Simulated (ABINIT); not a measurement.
# BP (F-43m): G0W0 with ABINIT, start to end

Wanted: ground state, empty states, screening and self-energy for BP (F-43m).

Program: ABINIT 10.8.3. Level of theory: PBE and many-body steps on it, plane waves. Results are calculated unless marked as measured.

## 1. The structure

Symmetry: F-43m, No. 216, cubic system. Conventional cell: a = 4.538 Å, b = 4.538 Å, c = 4.538 Å, α = 90.00°, β = 90.00°, γ = 90.00°. Nearest to B lie 4 P at 1.97 Å. P has 4 B at 1.97 Å nearest. Farther neighbours are not listed.

The cell and positions come from the Crystallography Open Database and are kept as given unless a step says otherwise.

## 2. Ground state

This step: ABINIT 10.8.3; DFT, PBE, plane waves, norm-conserving pseudopotentials.

The ground-state density comes first.

File run.abi:

```
acell 3*1.0 Angstrom
rprim 
  0.000000000000 2.269000000000 2.269000000000
  2.269000000000 0.000000000000 2.269000000000
  2.269000000000 2.269000000000 0.000000000000
ntypat 2
znucl 5 15
natom 2
typat 1 2
xred 
  0.000000000000 0.000000000000 0.000000000000
  0.250000000000 0.250000000000 0.250000000000
pp_dirpath "pseudos"
pseudos "B.upf, P.upf"
ecut 34
ngkpt 8 8 8
nshiftk 1
shiftk 0 0 0
kptopt 1
chksymbreak 0
nband 9
occopt 1
tolvrs 1e-10
nstep 60
prtwf 0
optforces 0
optstress 0
indata_prefix "in"
outdata_prefix "out"
tmpdata_prefix "tmp"
```

Command:

```console
$ OMP_NUM_THREADS=1 mpirun -n 4 abinit run.abi > log
```

Numbers of over 12 decimals in the logs are rounded to 6 here.

The program printed:

```text
.Version 10.8.3 of ABINIT. v10.8.2 released Aug 2026.

 Symmetries : space group F-4 3 m (#216); Bravais cF (face-center cubic)
================================================================================
 Values of the parameters that define the memory need of the present run
     intxc =       0    ionmov =       0      iscf =       7    lmnmax =       6
     lnmax =       6     mgfft =      32  mpssoang =       3    mqgrid =    3001
     natom =       2  nloc_mem =       1    nspden =       1   nspinor =       1
    nsppol =       1      nsym =      24    n1xccc =    2501    ntypat =       2
    occopt =       1   xclevel =       2
-    mband =           9        mffmem =           1         mkmem =           8
       mpw =        1506          nfft =       32768          nkpt =          29
================================================================================
  Rough estimation (10% accuracy) of disk space for files :
================================================================================

--------------------------------------------------------------------------------
------------- Echo of variables that govern the present computation ------------
--------------------------------------------------------------------------------
 -outvars: echo values of preprocessed input variables --------
            acell      1.8897261259E+00  1.8897261259E+00  1.8897261259E+00 Bohr

      chksymbreak           0
             ecut      3.40000000E+01 Hartree
-          fftalg         312

              ixc     -101130
              kpt      0.00000000E+00  0.00000000E+00  0.00000000E+00
                       1.25000000E-01  0.00000000E+00  0.00000000E+00
                       2.50000000E-01  0.00000000E+00  0.00000000E+00
                       3.75000000E-01  0.00000000E+00  0.00000000E+00
                       5.00000000E-01  0.00000000E+00  0.00000000E+00
                       1.25000000E-01  1.25000000E-01  0.00000000E+00
                       2.50000000E-01  1.25000000E-01  0.00000000E+00
                       3.75000000E-01  1.25000000E-01  0.00000000E+00
                       5.00000000E-01  1.25000000E-01  0.00000000E+00
   [... 18 further rows ...]
                      -3.75000000E-01  5.00000000E-01  1.25000000E-01
                      -2.50000000E-01  5.00000000E-01  2.50000000E-01
         kptrlatt        8    0    0      0    8    0      0    0    8
          kptrlen      4.85107901E+01
P           mkmem           8
            natom           2
            nband           9
            ngfft          32      32      32
             nkpt          29
            nstep          60
             nsym          24
           ntypat           2
              occ      2.000000  2.000000  2.000000  2.000000  0.000000  0.000000
[...]
optforces           0
        optstress           0
            prtwf           0
            rprim      0.0000000000E+00  2.2690000000E+00  2.2690000000E+00
[...]
spgroup         216

           tolvrs      1.00000000E-10

             xred      0.0000000000E+00  0.0000000000E+00  0.0000000000E+00
[...]
znucl        5.00000   15.00000

================================================================================

 chkinp: Checking input parameters for consistency.

================================================================================
== DATASET  1 ==================================================================
-   mpi_nproc: 4, omp_nthreads: 1 (-1 if OMP is not activated)

--- !DatasetInfo
iteration_state: {dtset: 1, }
dimensions: {natom: 2, nkpt: 29, mband: 9, nsppol: 1, nspinor: 1, nspden: 1, mpw: 1506, }
cutoff_energies: {ecut:  34.0, pawecutdg:  -1.0, }
electrons: {nelect:   8.00000000E+00, charge:   0.00000000E+00, occopt:   1.00000000E+00, tsmear:   1.00000000E-02, }

 Real(R)+Recip(G) space primitive vectors, cartesian coordinates (Bohr,Bohr^-1):
 R(1)=  0.0000000  4.2877886  4.2877886  G(1)= -0.1166102  0.1166102  0.1166102
 R(2)=  4.2877886  0.0000000  4.2877886  G(2)=  0.1166102 -0.1166102  0.1166102
 R(3)=  4.2877886  4.2877886  0.0000000  G(3)=  0.1166102  0.1166102 -0.1166102
 Unit cell volume ucvol=  1.5766311E+02 bohr^3
 Angles (23,13,12)=  6.00000000E+01  6.00000000E+01  6.00000000E+01 degrees

 getcut: wavevector=  0.0000  0.0000  0.0000  ngfft=  32  32  32
         ecut(hartree)=     34.000   => boxcut(ratio)=   2.01047

--- Pseudopotential description ------------------------------------------------
- B Generated using ONCVPSP code by D. R. Hamann
-  5.00000   3.00000  171031                  znucl, zion, pspdat
12 -101130 1 -1 1534                          pspcod,pspxc,lmax,lloc,mmax
     nproj     2     2     0
  pspatm : epsatm=    3.38844616
         --- l  ekb(1:nproj) -->
[...]
pspatm: atomic psp has been read  and splines computed

- P Generated using ONCVPSP code by D. R. Hamann
- 15.00000   5.00000  171031                  znucl, zion, pspdat
12 -101130 2 -1 1298                          pspcod,pspxc,lmax,lloc,mmax
     nproj     2     2     2
  pspatm : epsatm=    8.05910421
         --- l  ekb(1:nproj) -->
[...]
2   -3.154982   -0.827415
 pspatm: atomic psp has been read  and splines computed

   9.15804030E+01                                ecore*ucvol(ha*bohr**3)
--------------------------------------------------------------------------------

_setup2: Arith. and geom. avg. npw (full set) are    1493.475    1493.449

================================================================================

--- !BeginCycle
iteration_state: {dtset: 1, }
solver: {iscf: 7, nstep: 60, nline: 4, wfoptalg: 0, }
tolerances: {tolvrs: 1.00E-10, }

     iter   Etot(hartree)      deltaE(h)  residm     vres2
 ETOT  1  -9.869870    -9.870E+00 5.216E-02 9.030E+01
 ETOT  2  -9.892252    -2.238E-02 4.815E-03 1.817E+01
 ETOT  3  -9.896686    -4.435E-03 5.351E-03 1.261E-01
 ETOT  4  -9.896710    -2.323E-05 7.433E-03 2.373E-03
 ETOT  5  -9.896710    -1.775E-07 5.378E-03 4.971E-05
 ETOT  6  -9.896710    -3.536E-09 2.331E-03 6.175E-07
 ETOT  7  -9.896710    -5.026E-11 7.999E-04 1.692E-08
 ETOT  8  -9.896710    -9.450E-13 1.683E-04 3.445E-10
 ETOT  9  -9.896710     2.363E-13 6.151E-05 1.548E-12

 At SCF step    9       vres2   =  1.55E-12 < tolvrs=  1.00E-10 =>converged.

--- !ResultsGS
iteration_state: {dtset: 1, }
comment   : Summary of ground state results
lattice_vectors:
- [  0.0000000,   4.2877886,   4.2877886, ]
- [  4.2877886,   0.0000000,   4.2877886, ]
- [  4.2877886,   4.2877886,   0.0000000, ]
lattice_lengths: [   6.06385,    6.06385,    6.06385, ]
lattice_angles: [ 60.000,  60.000,  60.000, ] # degrees, (23, 13, 12)
lattice_volume:   1.5766311E+02
convergence: {deltae:  2.363E-13, res2:  1.548E-12, residm:  6.151E-05, diffor:  0.000E+00, }
etotal    :  -9.89670974E+00
entropy   :   0.00000000E+00
fermie    :   2.67006735E-01
cartesian_stress_tensor: null
pressure_GPa: null
xred      :
- [  0.0000E+00,   0.0000E+00,   0.0000E+00,  B]
- [  2.5000E-01,   2.5000E-01,   2.5000E-01,  P]
cartesian_forces: null
force_length_stats: {min: null, max: null, mean: null, }

 Integrated electronic density in atomic spheres:
 ------------------------------------------------
 Atom  Sphere_radius  Integrated_density
    1        2.00000          2.70990900
    2        2.00000          2.92263652
================================================================================

 ----iterations are completed or convergence reached----

 Mean square residual over all n,k,spin=   47.057E-08; max=  61.505E-06
 reduced coordinates (array xred) for    2 atoms
       0.000000000000      0.000000000000      0.000000000000
       0.250000000000      0.250000000000      0.250000000000
 rms dE/dt=  0.0000E+00; max dE/dt=  0.0000E+00; dE/dt below (all hartree)
    1       0.000000000000      0.000000000000      0.000000000000
    2       0.000000000000      0.000000000000      0.000000000000

 cartesian coordinates (angstrom) at end:
    1      0.000000     0.000000     0.000000
    2      1.134500     1.134500     1.134500
 length scales=  1.889726125908  1.889726125908  1.889726125908 bohr
              =  1.000000000000  1.000000000000  1.000000000000 angstroms
 prteigrs : about to open file out_EIG
 Fermi (or HOMO) energy (hartree) =   0.26701   Average Vxc (hartree)=  -0.39956
 Eigenvalues (hartree) for nkpt=  29  k points:
 kpt#   1, nband=  9, wtk=  0.00195, kpt=  0.0000  0.0000  0.0000 (reduced coord)
  -0.30111    0.26701    0.26701    0.26701    0.39220    0.39220    0.39220    0.53740
   0.69048
 prteigrs : prtvol=0 or 1, do not print more k-points.

--- !EnergyTerms
iteration_state     : {dtset: 1, }
comment             : Components of total free energy in Hartree
kinetic             :  4.64395738634320E+00
hartree             :  6.30836753486012E-01
xc                  : -3.32226206940715E+00
Ewald energy        : -1.04916197636976E+01
psp_core            :  5.80861330051174E-01
local_psp           : -2.96903600272399E+00
non_local_psp       :  1.03055262904093E+00
total_energy        : -9.89670973690742E+00
total_energy_eV     : -2.69303191215349E+02
band_energy         :  2.27567509801290E-01

== END DATASET(S) ==============================================================
================================================================================

 -outvars: echo values of variables after computation  --------
           etotal     -9.8967097369E+00
            nband           9
             nkpt          29
          spgroup         216
 [... the other variables as echoed above ...]

 Calculation completed.
```

It took 3.3 s on 4 MPI ranks of Arm Neoverse V2, shared host; peak memory 0.26 GiB.

Numbers from this step:

```
total energy               : -269.3032 eV
gap                        : 1.280 eV
k of the valence top       : 0, 0, 0
k of the conduction bottom : 0.375, 0.375, 0
least direct gap           : 3.407 eV
```

The gap is indirect, with the least direct gap 2.13 eV higher.

[end of part 1 of 3]

[Paths, hosts, dates, memory and timing lines, banners, echoed tables and standing remarks are left out of the program output.]

[Logs are printed without paths, hosts, clocks, repeated set-up lines and the standing remarks that a program may print on its own settings, such as how far it seeks lower states.]

[Runs of the session that timed out or met a known fault of the program may be left out.]

[Hosts, paths, dates, database ids (printed as entryN), source tags and the programs' standing remarks are cut or masked in the printed files.]

[G0W0 gaps are taken among the corrected bands and points alone; a level outside them can change the order at an edge.]

[Where Ansatz stands beside ABINIT at settings called matched, ABINIT's density can come from a denser mesh and the files from another edition; pairs whose starting gaps differed by over 0.03 eV were left out, so agreement reads better than it is.]
